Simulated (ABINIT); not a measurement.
# LiHF2 (C2/m): G0W0 in ABINIT against the k mesh, part 2 of 2

Wanted: the cheapest k mesh that holds the gap of LiHF2 (C2/m).

ABINIT 10.8.3; PBEsol and many-body steps on it, plane waves. Known limits of the many-body steps: not at the basis limit; coarse k mesh.

So far. Step 5 (Empty states on the mesh, 6×6×4 mesh, 26 bands): On this mesh the gap is 8.408 eV. Step 6 (Screening, 2×2×1 mesh, 22 bands, screening to 106.1 eV): Local fields lower ε∞ by 4 %. On a Γ-centred mesh this coarse the value itself is usually too large, while a short band sum pulls it down.

## 8. Screening, 4×4×2 mesh, 22 bands, screening to 106.1 eV

This step: RPA screening on PBEsol, plane waves, norm-conserving pseudopotentials.

Contents of run.abi:

```
acell 3*1.0 Angstrom
rprim 
  2.547496000000 -1.534899000000 0.000000000000
  2.547496000000 1.534899000000 0.000000000000
  -2.526944000000 -0.000000000000 4.201520000000
ntypat 3
znucl 3 1 9
natom 4
typat 1 2 3 3
xred 
  0.000000000000 0.000000000000 0.000000000000
  0.000000000000 0.000000000000 0.500000000000
  0.209803000000 0.209803000000 0.750702000000
  0.790197000000 0.790197000000 0.249298000000
pp_dirpath "pseudos"
pseudos "Li.upf, H.upf, F.upf"
ecut 36
ngkpt 4 4 2
nshiftk 1
shiftk 0 0 0
kptopt 1
chksymbreak 0
istwfk *1
occopt 1
irdwfk 1
optdriver 3
nband 22
ecuteps 3.9
inclvkb 2
awtr 1
symchi 1
indata_prefix "in"
outdata_prefix "out"
tmpdata_prefix "tmp"
```

On the command line:

```console
> OMP_NUM_THREADS=1 mpirun -n 4 abinit run.abi > log
```

Numbers of over 12 decimals in the logs are rounded to 6 here.

Log:

```text
.Version 10.8.3 of ABINIT. v10.8.2 released Aug 2026.

 Symmetries : space group C2/m (# 12); Bravais mC (1-face-center monocl.)
[... echo of the input left out ...]
== DATASET  1 ==================================================================
-   mpi_nproc: 4, omp_nthreads: 1 (-1 if OMP is not activated)

--- !DatasetInfo
iteration_state: {dtset: 1, }
dimensions: {natom: 4, nkpt: 14, mband: 22, nsppol: 1, nspinor: 1, nspden: 1, mpw: 2327, }
cutoff_energies: {ecut:  36.0, pawecutdg:  -1.0, }
electrons: {nelect:   1.80000000E+01, charge:   0.00000000E+00, occopt:   1.00000000E+00, tsmear:   1.00000000E-02, }

 SCREENING: Calculation of the susceptibility and dielectric matrices

 Based on a program developped by R.W. Godby, V. Olevano, G. Onida, and L. Reining.
 Incorporated in ABINIT by V. Olevano, G.-M. Rignanese, and M. Torrent.
.Using double precision arithmetic ; gwpc =  8

[... cell and pseudopotentials left out ...]
--------------------------------------------------------------------------------

 ==== K-mesh for the wavefunctions ====
 Number of points in the irreducible wedge :    14
[... list of points left out ...]
 Together with  4 symmetry operations and time-reversal symmetry
 yields    32 points in the full Brillouin Zone.

 ==== Q-mesh for the screening function ====
 Number of points in the irreducible wedge :    14
[... list of points left out ...]
 Together with  4 symmetry operations and time-reversal symmetry
 yields    32 points in the full Brillouin Zone.

 setmesh: FFT mesh size selected  =    20x   20x   30
          total number of points  =        12000

 vcoul_init : cutoff-mode = AUXILIARY_FUNCTION
 q-points for optical limit:   1
     1)      0.000010    0.000020    0.000030

- screening: taking advantage of time-reversal symmetry
- Maximum band index for partially occupied states nbvw = 9
- Remaining bands to be divided among processors   nbcw = 13
- Number of bands treated by each node ~3

 Number of electrons calculated from density =   18.0000; Expected =   18.0000
 average of density, n =  0.081179
 r_s =    1.4327
 omega_plasma =   27.4839 [eV]

 calculating chi0 at frequencies [eV] :
  1    0.000000E+00    0.000000E+00
  2    0.000000E+00    2.748392E+01

--------------------------------------------------------------------------------
  q-point number  1        q = ( 0.000000, 0.000000, 0.000000) [r.l.u.]
--------------------------------------------------------------------------------
[... chi0 elements left out ...]
 For q-point:  0.000010 0.000020 0.000030
  dielectric constant =   2.0211
  dielectric constant without local fields =   2.1010

  Average fulfillment of the sum rule on Im[epsilon] for q-point    1 :     20.97  [%]
[... wings left out ...]
  q-point number  2        q = ( 0.250000, 0.000000, 0.000000) [r.l.u.]
--------------------------------------------------------------------------------
[... chi0 elements left out ...]
  Average fulfillment of the sum rule on Im[epsilon] for q-point    2 :     32.91  [%]

 [... 12 further q-points ...]
```

Elapsed: 3.8 s, on 4 MPI ranks of Arm Neoverse V2, shared host; peak memory 0.42 GiB; 15 s of CPU time.

This step gave:

```
ε∞ with local fields, on this mesh, along the program's q direction : 2.021
the same without local fields                                       : 2.101
plasma frequency                                                    : 27.48 eV
plane waves in the screening matrix                                 : 89
```

## 9. 4×4×2

The self-energy is evaluated for the states that the input lists, and the levels follow from it, in one-shot runs by the linearised quasiparticle equation.

This step: G0W0 on PBEsol, plane waves, norm-conserving pseudopotentials.

run.abi: that of step 8 with these lines changed.

```diff
@@ -25,8 +25,17 @@
 irdwfk 1
-optdriver 3
+optdriver 4
 nband 22
+gwcalctyp 0
+ecutsigx 36
+symsigma 1
+nkptgw 2
+kptgw 
+  0.0000000000 0.0000000000 0.5000000000
+  0.0000000000 0.0000000000 0.0000000000
+bdgw 
+  8 11
+  8 11
 ecuteps 3.9
-inclvkb 2
-awtr 1
-symchi 1
+irdscr 1
+ppmodel 1
 indata_prefix "in"
```

Log:

```text
.Version 10.8.3 of ABINIT. v10.8.2 released Aug 2026.

 Symmetries : space group C2/m (# 12); Bravais mC (1-face-center monocl.)
[... echo of the input left out ...]
== DATASET  1 ==================================================================
-   mpi_nproc: 4, omp_nthreads: 1 (-1 if OMP is not activated)

--- !DatasetInfo
iteration_state: {dtset: 1, }
dimensions: {natom: 4, nkpt: 14, mband: 22, nsppol: 1, nspinor: 1, nspden: 1, mpw: 2327, }
cutoff_energies: {ecut:  36.0, pawecutdg:  -1.0, }
electrons: {nelect:   1.80000000E+01, charge:   0.00000000E+00, occopt:   1.00000000E+00, tsmear:   1.00000000E-02, }

 SIGMA: Calculation of the GW corrections

 Based on a program developped by R.W. Godby, V. Olevano, G. Onida, and L. Reining.
 Incorporated in ABINIT by V. Olevano, G.-M. Rignanese, and M. Torrent.
.Using double precision arithmetic ; gwpc =  8

[... cell and pseudopotentials left out ...]
--------------------------------------------------------------------------------

 ==== K-mesh for the wavefunctions ====
 Number of points in the irreducible wedge :    14
[... list of points left out ...]
 Together with  4 symmetry operations and time-reversal symmetry
 yields    32 points in the full Brillouin Zone.

 ==== Q-mesh for screening function ====
 Number of points in the irreducible wedge :    14
[... list of points left out ...]
 Together with  4 symmetry operations and time-reversal symmetry
 yields    32 points in the full Brillouin Zone.

 vcoul_init : cutoff-mode = AUXILIARY_FUNCTION
 q-points for optical limit:   1
     1)      0.000010    0.000020    0.000030
 setmesh: FFT mesh size selected  =    27x   27x   45
          total number of points  =        32805

 Number of electrons calculated from density =   18.0000; Expected =   18.0000
[...]
number of omega for Sigma on real axis              0
 max omega for Sigma on real axis  [eV]           0.00
 zcut for avoiding poles [eV]                     0.10

 EPSILON^-1 parameters (SCR file):
 dimension of the eps^-1 matrix on file             89
 dimension of the eps^-1 matrix used                89
 number of plane-waves for wavefunctions          2327
 number of bands                                    22
 number of q-points in IBZ                          14
 number of frequencies                               2
 number of real frequencies                          1
 number of imag frequencies                          1

 matrix elements of self-energy operator (all in [eV])

 Perturbative Calculation

--- !SelfEnergy_ee
iteration_state: {dtset: 1, }
kpoint     : [   0.000,    0.000,    0.500, ]
spin       : 1
KS_gap     :    9.591
QP_gap     :   14.307
Delta_QP_KS:    4.716
data: !SigmaeeData |
     Band     E0 <VxcDFT>   SigX SigC(E0)      Z dSigC/dE  Sig(E)    E-E0       E
        8  -2.711 -22.449 -30.373   4.939   0.831  -0.204 -24.928  -2.479  -5.190
        9  -2.601 -22.716 -30.636   4.973   0.830  -0.205 -25.162  -2.446  -5.046
       10   6.990 -10.436  -5.691  -2.217   0.899  -0.113  -8.165   2.271   9.261
[...]
--- !SelfEnergy_ee
iteration_state: {dtset: 1, }
kpoint     : [   0.000,    0.000,    0.000, ]
spin       : 1
KS_gap     :    8.531
QP_gap     :   12.884
Delta_QP_KS:    4.353
data: !SigmaeeData |
     Band     E0 <VxcDFT>   SigX SigC(E0)      Z dSigC/dE  Sig(E)    E-E0       E
[...]
10   5.807 -10.780  -6.129  -2.263   0.900  -0.111  -8.631   2.150   7.957
       11  10.146  -8.563  -3.435  -2.443   0.905  -0.105  -6.132   2.431  12.577

== END DATASET(S) ==============================================================
================================================================================

 -outvars: echo values of variables after computation  --------
           etotal      0.0000000000E+00
            nband          22
             nkpt          14
          spgroup          12
 [... the other variables as echoed above ...]

 Calculation completed.
```

Run time: 2.3 s. Hardware: 4 MPI ranks; peak memory 0.11 GiB; 8.8 s of CPU time.

This step gave:

- G0W0 gap on the points computed: 12.88 eV
- starting gap on the mesh: 8.408 eV
- k of the valence top: 0, 0, 0
- k of the conduction bottom: 0, 0, 0
- Z at the valence top: 0.833
- Z at the conduction bottom: 0.9
- least direct G0W0 gap on the computed points: 12.88 eV

The gap on the mesh goes from 8.41 eV to 12.88 eV, a correction of +4.48 eV.

## 10. Screening, 4×4×4 mesh, 22 bands, screening to 106.1 eV

This step: RPA screening on PBEsol, plane waves, norm-conserving pseudopotentials.

run.abi: that of step 9 with these lines changed.

```diff
@@ -17,3 +17,3 @@
 ecut 36
-ngkpt 4 4 2
+ngkpt 4 4 4
 nshiftk 1
@@ -25,17 +25,8 @@
 irdwfk 1
-optdriver 4
+optdriver 3
 nband 22
-gwcalctyp 0
-ecutsigx 36
-symsigma 1
-nkptgw 2
-kptgw 
-  0.0000000000 0.0000000000 0.5000000000
-  0.0000000000 0.0000000000 0.0000000000
-bdgw 
-  8 11
-  8 11
 ecuteps 3.9
-irdscr 1
-ppmodel 1
+inclvkb 2
+awtr 1
+symchi 1
 indata_prefix "in"
```

Log:

```text
.Version 10.8.3 of ABINIT. v10.8.2 released Aug 2026.

 Symmetries : space group C2/m (# 12); Bravais mC (1-face-center monocl.)
[... echo of the input left out ...]
== DATASET  1 ==================================================================
-   mpi_nproc: 4, omp_nthreads: 1 (-1 if OMP is not activated)

--- !DatasetInfo
iteration_state: {dtset: 1, }
dimensions: {natom: 4, nkpt: 24, mband: 22, nsppol: 1, nspinor: 1, nspden: 1, mpw: 2327, }
cutoff_energies: {ecut:  36.0, pawecutdg:  -1.0, }
[...]
--------------------------------------------------------------------------------
[... chi0 elements left out ...]
 For q-point:  0.000010 0.000020 0.000030
  dielectric constant =   2.0231
  dielectric constant without local fields =   2.1030

  Average fulfillment of the sum rule on Im[epsilon] for q-point    1 :     21.02  [%]
[... wings left out ...]
  q-point number  2        q = ( 0.250000, 0.000000, 0.000000) [r.l.u.]
--------------------------------------------------------------------------------
[... chi0 elements left out ...]
  Average fulfillment of the sum rule on Im[epsilon] for q-point    2 :     32.97  [%]

 [... 22 further q-points ...]
```

Wall time 8.1 s (4 MPI ranks); peak memory 0.54 GiB.

Numbers from this step:

- ε∞ with local fields, on this mesh, along the program's q direction: 2.023
- the same without local fields: 2.103
- plasma frequency: 27.48 eV
- plane waves in the screening matrix: 89

## 11. 4×4×4

This step: G0W0 on PBEsol, plane waves, norm-conserving pseudopotentials.

run.abi: that of step 10 with these lines changed.

```diff
@@ -25,8 +25,17 @@
 irdwfk 1
-optdriver 3
+optdriver 4
 nband 22
+gwcalctyp 0
+ecutsigx 36
+symsigma 1
+nkptgw 2
+kptgw 
+  0.0000000000 0.0000000000 0.5000000000
+  0.0000000000 0.0000000000 0.0000000000
+bdgw 
+  8 11
+  8 11
 ecuteps 3.9
-inclvkb 2
-awtr 1
-symchi 1
+irdscr 1
+ppmodel 1
 indata_prefix "in"
```

Log:

```text
.Version 10.8.3 of ABINIT. v10.8.2 released Aug 2026.

 Symmetries : space group C2/m (# 12); Bravais mC (1-face-center monocl.)
[... echo of the input left out ...]
== DATASET  1 ==================================================================
-   mpi_nproc: 4, omp_nthreads: 1 (-1 if OMP is not activated)

--- !DatasetInfo
iteration_state: {dtset: 1, }
dimensions: {natom: 4, nkpt: 24, mband: 22, nsppol: 1, nspinor: 1, nspden: 1, mpw: 2327, }
cutoff_energies: {ecut:  36.0, pawecutdg:  -1.0, }
[...]
Band     E0 <VxcDFT>   SigX SigC(E0)      Z dSigC/dE  Sig(E)    E-E0       E
[...]
10   5.807 -10.781  -6.162  -2.232   0.901  -0.110  -8.630   2.151   7.958
       11  10.146  -8.563  -3.440  -2.429   0.906  -0.104  -6.123   2.440  12.586

== END DATASET(S) ==============================================================
================================================================================

 -outvars: echo values of variables after computation  --------
           etotal      0.0000000000E+00
            nband          22
             nkpt          24
          spgroup          12
 [... the other variables as echoed above ...]

 Calculation completed.
```

Elapsed: 2.6 s, on 4 MPI ranks; peak memory 0.14 GiB; 10 s of CPU time.

This step gave:

- G0W0 gap on the points computed: 12.88 eV
- starting gap on the mesh: 8.408 eV
- k of the valence top: 0, 0, 0
- k of the conduction bottom: 0, 0, 0
- least direct G0W0 gap on the computed points: 12.88 eV

Against the run before, the gap moves by −0.007 eV.

## 12. Screening, 6×6×4 mesh, 22 bands, screening to 106.1 eV

This step: RPA screening on PBEsol, plane waves, norm-conserving pseudopotentials.

run.abi: that of step 11 with these lines changed.

```diff
@@ -17,3 +17,3 @@
 ecut 36
-ngkpt 4 4 4
+ngkpt 6 6 4
 nshiftk 1
@@ -25,17 +25,8 @@
 irdwfk 1
-optdriver 4
+optdriver 3
 nband 22
-gwcalctyp 0
-ecutsigx 36
-symsigma 1
-nkptgw 2
-kptgw 
-  0.0000000000 0.0000000000 0.5000000000
-  0.0000000000 0.0000000000 0.0000000000
-bdgw 
-  8 11
-  8 11
 ecuteps 3.9
-irdscr 1
-ppmodel 1
+inclvkb 2
+awtr 1
+symchi 1
 indata_prefix "in"
```

Log:

```text
.Version 10.8.3 of ABINIT. v10.8.2 released Aug 2026.

 Symmetries : space group C2/m (# 12); Bravais mC (1-face-center monocl.)
[... echo of the input left out ...]
== DATASET  1 ==================================================================
-   mpi_nproc: 4, omp_nthreads: 1 (-1 if OMP is not activated)

--- !DatasetInfo
iteration_state: {dtset: 1, }
dimensions: {natom: 4, nkpt: 47, mband: 22, nsppol: 1, nspinor: 1, nspden: 1, mpw: 2327, }
cutoff_energies: {ecut:  36.0, pawecutdg:  -1.0, }
[...]
--------------------------------------------------------------------------------
[... chi0 elements left out ...]
 For q-point:  0.000010 0.000020 0.000030
  dielectric constant =   2.0227
  dielectric constant without local fields =   2.1027

  Average fulfillment of the sum rule on Im[epsilon] for q-point    1 :     21.01  [%]
[... wings left out ...]
  q-point number  2        q = ( 0.166667, 0.000000, 0.000000) [r.l.u.]
--------------------------------------------------------------------------------
[... chi0 elements left out ...]
  Average fulfillment of the sum rule on Im[epsilon] for q-point    2 :     37.45  [%]

 [... 45 further q-points ...]
```

Run time: 28 s. Hardware: 4 MPI ranks; peak memory 0.81 GiB; 1.9 min of CPU time.

This step gave:

```
ε∞ with local fields, on this mesh, along the program's q direction : 2.023
the same without local fields                                       : 2.103
plasma frequency                                                    : 27.48 eV
plane waves in the screening matrix                                 : 89
```

## 13. 6×6×4

This step: G0W0 on PBEsol, plane waves, norm-conserving pseudopotentials.

run.abi: that of step 12 with these lines changed.

```diff
@@ -25,8 +25,17 @@
 irdwfk 1
-optdriver 3
+optdriver 4
 nband 22
+gwcalctyp 0
+ecutsigx 36
+symsigma 1
+nkptgw 2
+kptgw 
+  0.0000000000 0.0000000000 0.5000000000
+  0.0000000000 0.0000000000 0.0000000000
+bdgw 
+  8 11
+  8 11
 ecuteps 3.9
-inclvkb 2
-awtr 1
-symchi 1
+irdscr 1
+ppmodel 1
 indata_prefix "in"
```

Log:

```text
.Version 10.8.3 of ABINIT. v10.8.2 released Aug 2026.

 Symmetries : space group C2/m (# 12); Bravais mC (1-face-center monocl.)
[... echo of the input left out ...]
== DATASET  1 ==================================================================
-   mpi_nproc: 4, omp_nthreads: 1 (-1 if OMP is not activated)

--- !DatasetInfo
iteration_state: {dtset: 1, }
dimensions: {natom: 4, nkpt: 47, mband: 22, nsppol: 1, nspinor: 1, nspden: 1, mpw: 2327, }
cutoff_energies: {ecut:  36.0, pawecutdg:  -1.0, }
[...]
Band     E0 <VxcDFT>   SigX SigC(E0)      Z dSigC/dE  Sig(E)    E-E0       E
[...]
10   5.807 -10.781  -6.181  -2.249   0.900  -0.111  -8.665   2.116   7.923
       11  10.146  -8.563  -3.456  -2.447   0.905  -0.105  -6.156   2.407  12.554

== END DATASET(S) ==============================================================
================================================================================

 -outvars: echo values of variables after computation  --------
           etotal      0.0000000000E+00
            nband          22
             nkpt          47
          spgroup          12
 [... the other variables as echoed above ...]

 Calculation completed.
```

Run time: 3.4 s. Hardware: 4 MPI ranks; peak memory 0.73 GiB.

This step gave:

- G0W0 gap on the points computed: 12.99 eV
- starting gap on the mesh: 8.408 eV
- k of the valence top: 0, 0, 0
- k of the conduction bottom: 0, 0, 0
- least direct G0W0 gap on the computed points: 12.99 eV

Against the run before, the gap moves by +0.115 eV.

## 14. The runs together

Times are wall times on 4 MPI ranks of Arm Neoverse V2, shared host, good to a factor of about two. A run's time includes the screening step that it read.

| run | mesh | bands | screening cutoff (eV) | DFT gap (eV) | gap on the mesh (eV) | direct (eV) | ε∞ used | time |
| --- | --- | --- | --- | --- | --- | --- | --- | --- |
| 2×2×1 | 2×2×1 | 22 | 106.1 | 8.476 | 12.498 | 12.498 | 2.08 | 3.8 s |
| 4×4×2 | 4×4×2 | 22 | 106.1 | 8.408 | 12.884 | 12.884 | 2.02 | 6.1 s |
| 4×4×4 | 4×4×4 | 22 | 106.1 | 8.408 | 12.877 | 12.877 | 2.02 | 11 s |
| 6×6×4 | 6×6×4 | 22 | 106.1 | 8.408 | 12.992 | 12.992 | 2.02 | 32 s |

## 15. Results

| Property | Result |
| --- | --- |
| 2×2×1 | 12.498 eV |
| 4×4×2 | 12.884 eV |
| 4×4×4 | 12.877 eV |
| 6×6×4 | 12.992 eV |
| known limits | not at the basis limit; coarse k mesh |

In words: The setting moved: k mesh. From 2×2×1 to 6×6×4 the gap moves by +0.49 eV, for 8.4 times the time. The last step still moves it by +0.115 eV. Bands and screening cutoff are coupled, so a series along one setting does not show full convergence. Bands and cutoff are finite, so the gap is not at the basis limit. The miss can reach some tenths of an eV and take either sign; the mesh is an error of its own. In the G0W0 runs levels were corrected at 2 k points alone, so a gap called «on the mesh» is the least over those, and an edge elsewhere would be missed. The 2×2×1 mesh is coarse for this cell, which bears on the long-range parts of exchange and screening.

[Paths, hosts, dates, memory and timing lines, banners, echoed tables and standing remarks are left out of the program output.]

[Logs are printed without paths, hosts, clocks, repeated set-up lines and the standing remarks that a program may print on its own settings, such as how far it seeks lower states.]

[Runs of the session that timed out or met a known fault of the program may be left out.]

[Hosts, paths, dates, database ids (printed as entryN), source tags and the programs' standing remarks are cut or masked in the printed files.]

[G0W0 gaps are taken among the corrected bands and points alone; a level outside them can change the order at an edge.]

[Where Ansatz stands beside ABINIT at settings called matched, ABINIT's density can come from a denser mesh and the files from another edition; pairs whose starting gaps differed by over 0.03 eV were left out, so agreement reads better than it is.]
